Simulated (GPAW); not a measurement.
# Screening of a field by 1T-SiSSe monolayer, part 2 of 2

Aim: the dipole that a field along the normal induces in 1T-SiSSe monolayer.

GPAW 26.7.0; GPAW, PAW setups; layer in a repeated cell with vacuum, relaxation of atoms and in-plane cell (the session's first sound run).

So far. Step 5 (Field on): The dipole is now -0.0457 e Å, against -0.019 in the run without a field.

**8. In a field**

Level of this step: GPAW, PAW setups; slab in vacuum (GPAW).

File run.py:

```python
import json
import numpy as np
from ase import Atoms
from gpaw import GPAW, PW
from gpaw.external import ConstantElectricField

slab = Atoms(
    ['Se', 'Si', 'S'],
    positions=[
        [1.70481, 0.98427, 8.00000],
        [-0.00000, 0.00000, 9.45658],
        [-0.00000, 1.96854, 10.76174]],
    cell=[[3.40961, -0.0, 0.0], [-1.70481, 2.95282, 0.0], [0.0, 0.0, 18.7617]],
    pbc=[True, True, False])

slab.calc = GPAW(mode=PW(400), xc='PBE', kpts={'size': (9, 9, 1), 'gamma': True},
                 occupations={'name': 'fermi-dirac', 'width': 0.05}, nbands='200%',
                 convergence={'density': 1e-05}, maxiter=200,
                 poissonsolver={'dipolelayer': 'xy'},
                 external=ConstantElectricField(0.1, [0, 0, 1]),
                 symmetry={'tolerance': 1e-3}, txt='slab.txt')
result = {}
energy = slab.get_potential_energy()
fermi = slab.calc.get_fermi_level()
v = slab.calc.get_electrostatic_potential().mean((0, 1)) - fermi
n = slab.calc.get_pseudo_density().mean((0, 1))
L = slab.cell[2, 2]
z = np.arange(len(v)) * L / len(v)
low, high = slab.positions[:, 2].min(), slab.positions[:, 2].max()
below, above = np.interp([low - 5.8, high + 5.8], z, v)
slopes = [np.interp(x, z, np.gradient(v, z)) for x in (low - 5.8, high + 5.8)]
eps = np.array([[slab.calc.get_eigenvalues(k, s) for k in range(len(slab.calc.get_ibz_k_points()))]
                for s in range(slab.calc.get_number_of_spins())]) - fermi
top, bottom = eps[eps < 0].max(), eps[eps > 0].min()
dipole = slab.get_dipole_moment()[2]
print(f'energy {energy:.4f} eV, Fermi level {fermi:.4f} eV, dipole {dipole:.5f} e A')
print(f'potential 5.8 A off the faces, from the Fermi level: lower {below:.4f} eV, upper {above:.4f} eV')
print(f'slope of the potential there: lower {slopes[0]:.5f}, upper {slopes[1]:.5f} eV/A')
print(f'nearest levels on the mesh: {top:.4f} and {bottom:.4f} eV')
print('magnetic moment', round(slab.get_magnetic_moment(), 3))
result.update(energy=energy, fermi=fermi, dipole=dipole, below=below, above=above, slopes=slopes, edges=[top, bottom],
              z=z.tolist(), v=v.tolist(), n=n.tolist(), positions=slab.positions.tolist(),
              forces=slab.get_forces(apply_constraint=False).tolist(), moments=slab.get_magnetic_moments().tolist())
json.dump(result, open('result.json', 'w'))
```

The run is started by

```
$ OMP_NUM_THREADS=1 OPENBLAS_NUM_THREADS=1 python run.py
```

Output:

```text
energy -14.1922 eV, Fermi level -1.8399 eV, dipole 0.00810 e A
potential 5.8 A off the faces, from the Fermi level: lower 5.5451 eV, upper 5.3994 eV
slope of the potential there: lower -0.00000, upper 0.00003 eV/A
nearest levels on the mesh: -0.3893 and 0.3815 eV
magnetic moment 0.0
```

The job ended after 17 s (1 thread of AMD EPYC 9B14 (Zen 4), shared host; peak memory 0.23 GiB).

Table of electrostatic potential energy of an electron (without an applied field's), less the Fermi level, planar mean by z:

z (Å), electrostatic potential energy of an electron (without an applied field's), less the Fermi level, planar mean (eV) and a bar from the least value:
```
      0.0        5.5 ##############################
      0.5        5.5 ##############################
      1.0        5.5 ##############################
      1.5        5.5 ##############################
      2.0        5.5 ##############################
      2.5        5.5 ##############################
      3.0        5.5 ##############################
      3.5        5.5 ##############################
      4.0        5.5 ##############################
      4.5        5.5 ##############################
      5.0        5.5 ##############################
      5.5        5.5 ##############################
      6.0        5.4 ##############################
      6.5        4.9 #############################
      7.0        2.9 ###########################
      7.5       -5.3 #################
      8.0      -18.8 
      8.5       -8.1 #############
      9.0       -7.3 ##############
      9.5      -12.7 #######
     10.0       -7.1 ##############
     10.5      -12.5 ########
     11.0      -11.5 #########
     11.5        0.9 ########################
     12.0        4.5 #############################
     12.5        5.2 ##############################
     13.0        5.4 ##############################
     13.5        5.4 ##############################
     14.0        5.4 ##############################
     14.5        5.4 ##############################
     15.0        5.4 ##############################
     15.5        5.4 ##############################
     16.0        5.4 ##############################
     16.5        5.4 ##############################
     17.0        5.4 ##############################
     17.5        5.4 ##############################
     18.0        5.4 ##############################
     18.5        5.4 ##############################
```

The dipole is now 0.00810 e Å, against -0.019 in the run without a field.

**9. In a field**

run.py: that of step 8 with these lines changed.

```diff
@@ -19,3 +19,3 @@
                  poissonsolver={'dipolelayer': 'xy'},
-                 external=ConstantElectricField(0.1, [0, 0, 1]),
+                 external=ConstantElectricField(0.2, [0, 0, 1]),
                  symmetry={'tolerance': 1e-3}, txt='slab.txt')
```

Output:

```text
energy -14.1944 eV, Fermi level -1.8490 eV, dipole 0.03502 e A
potential 5.8 A off the faces, from the Fermi level: lower 5.7989 eV, upper 5.1691 eV
slope of the potential there: lower 0.00003, upper 0.00007 eV/A
nearest levels on the mesh: -0.3915 and 0.3840 eV
magnetic moment 0.0
```

The job ended after 18 s (1 thread; peak memory 0.23 GiB).

The dipole is now 0.0350 e Å, against -0.019 in the run without a field.

**10. Field on**

run.py: that of step 9 with these lines changed.

```diff
@@ -19,3 +19,3 @@
                  poissonsolver={'dipolelayer': 'xy'},
-                 external=ConstantElectricField(0.2, [0, 0, 1]),
+                 external=ConstantElectricField(0.3, [0, 0, 1]),
                  symmetry={'tolerance': 1e-3}, txt='slab.txt')
```

Output:

```text
energy -14.1992 eV, Fermi level -1.8590 eV, dipole 0.06196 e A
potential 5.8 A off the faces, from the Fermi level: lower 6.0541 eV, upper 4.9397 eV
slope of the potential there: lower 0.00006, upper 0.00010 eV/A
nearest levels on the mesh: -0.3937 and 0.3865 eV
magnetic moment 0.0
```

Wall time 18 s (1 thread); peak memory 0.23 GiB.

Table of electrostatic potential energy of an electron (without an applied field's), less the Fermi level, planar mean by z:

| z (Å) | electrostatic potential energy of an electron (without an applied field's), less the Fermi level, planar mean (eV) |
| --- | --- |
| 0.0 | 5.50 |
| 0.5 | 6.05 |
| 1.0 | 6.05 |
| 1.5 | 6.05 |
| 2.0 | 6.05 |
| 2.5 | 6.05 |
| 3.0 | 6.05 |
| 3.5 | 6.05 |
| 4.0 | 6.05 |
| 4.5 | 6.05 |
| 5.0 | 6.05 |
| 5.5 | 6.02 |
| 6.0 | 5.90 |
| 6.5 | 5.41 |
| 7.0 | 3.31 |
| 7.5 | -4.94 |
| 8.0 | -18.5 |
| 8.5 | -7.91 |
| 9.0 | -7.25 |
| 9.5 | -12.7 |
| 10.0 | -7.21 |
| 10.5 | -12.7 |
| 11.0 | -11.8 |
| 11.5 | 0.522 |
| 12.0 | 4.03 |
| 12.5 | 4.76 |
| 13.0 | 4.90 |
| 13.5 | 4.93 |
| 14.0 | 4.94 |
| 14.5 | 4.94 |
| 15.0 | 4.94 |
| 15.5 | 4.94 |
| 16.0 | 4.94 |
| 16.5 | 4.94 |
| 17.0 | 4.94 |
| 17.5 | 4.94 |
| 18.0 | 4.94 |
| 18.5 | 5.10 |

The dipole is now 0.0620 e Å, against -0.019 in the run without a field.

**11. The series**

The members are put on one axis.

This step: induced dipole against applied field (GPAW 26.7.0).

Table of dipole along the normal by field:

```csv
field (V/Å),dipole along the normal (e·Å)
-0.200,-0.0726
-0.100,-0.0457
-0.050,-0.0322
0.000,-0.0187
0.050,-0.00535
0.100,0.00810
0.200,0.0350
0.300,0.0620
```

**12. A changed run**

One more run, with changed settings.

This step: GPAW, PAW setups; slab in vacuum (GPAW 26.7.0).

run.py: that of step 10 with these lines changed.

```diff
@@ -4,3 +4,2 @@
 from gpaw import GPAW, PW
-from gpaw.external import ConstantElectricField
 
@@ -16,6 +15,5 @@
 slab.calc = GPAW(mode=PW(400), xc='PBE', kpts={'size': (9, 9, 1), 'gamma': True},
-                 occupations={'name': 'fermi-dirac', 'width': 0.05}, nbands='200%',
-                 convergence={'density': 1e-05}, maxiter=200,
+                 occupations={'name': 'fermi-dirac', 'width': 1.0}, nbands='200%',
+                 convergence={'density': 1e-05}, maxiter=75,
                  poissonsolver={'dipolelayer': 'xy'},
-                 external=ConstantElectricField(0.3, [0, 0, 1]),
                  symmetry={'tolerance': 1e-3}, txt='slab.txt')
```

Output:

```text
energy -13.8000 eV, Fermi level -1.4604 eV, dipole -0.01553 e A
potential 5.8 A off the faces, from the Fermi level: lower 5.1018 eV, upper 5.3883 eV
slope of the potential there: lower -0.03390, upper 0.02614 eV/A
nearest levels on the mesh: -0.1626 and 0.4631 eV
magnetic moment 0.0
```

Elapsed: 9.5 s, on 1 thread; peak memory 0.18 GiB.

The run finished. A setting was moved off its sound value on purpose, so it serves as a test and not as the result.

The fault put into the input: a smearing of electronvolts (width = 1.0).

Side by side:

```csv
quantity,this run,sound run,difference
dipole along the normal (e·Å),-0.015531,-0.018730,0.00320
```

**13. What came out**

```json
{
 "work function, upper and lower face (Fermi level placed in the gap by the smearing)": "5.631 and 5.293 eV",
 "ionisation energy from the upper face (highest filled level on the mesh)": "6.02 eV",
 "electron affinity from the upper face (lowest empty Kohn-Sham level on the mesh)": "5.25 eV",
 "dipole along the normal": "-0.0187 e Å",
 "induced dipole per field": "0.269 e Å per V/Å",
 "out-of-plane polarisability per area, α/(ε0 A)": "4.84 Å"
}
```

In words: The field induces 0.269 e Å per V/Å, a polarisable thickness α/(ε0 A) of 4.84 Å beside 2.76 Å between the outermost nuclei. A perfect conductor would give the distance between its two image planes; a dielectric of thickness t gives t(1 - 1/ε). The two faces differ by 0.34 eV, the step that the slab's dipole makes (e p/(ε0 A) gives 0.34 eV), so the dipole layer is needed. The levels nearest the Fermi level on the mesh lie 0.766 eV apart, so the slab is gapped there: the smearing puts the Fermi level inside the gap, and from either face the ionisation energy is the work function plus 0.39 eV. Both are Kohn-Sham levels on the mesh, and semilocal gaps are too small, so the affinity tends to come out too large and the ionisation energy too small. The induced dipole is linear in the field over this range. The relaxation of atoms and cell ran in a fully periodic cell without the dipole layer, so the atoms of this polar layer felt a small spurious field. The layer's cell and atoms come from the relaxation; spin-orbit coupling and temperature are left out.

[Logs are printed without paths, hosts, clocks, repeated set-up lines and the standing remarks that a program may print on its own settings, such as how far it seeks lower states.]

[Hosts, paths, dates, database ids (printed as entryN), source tags and the programs' standing remarks are cut or masked in the printed files.]
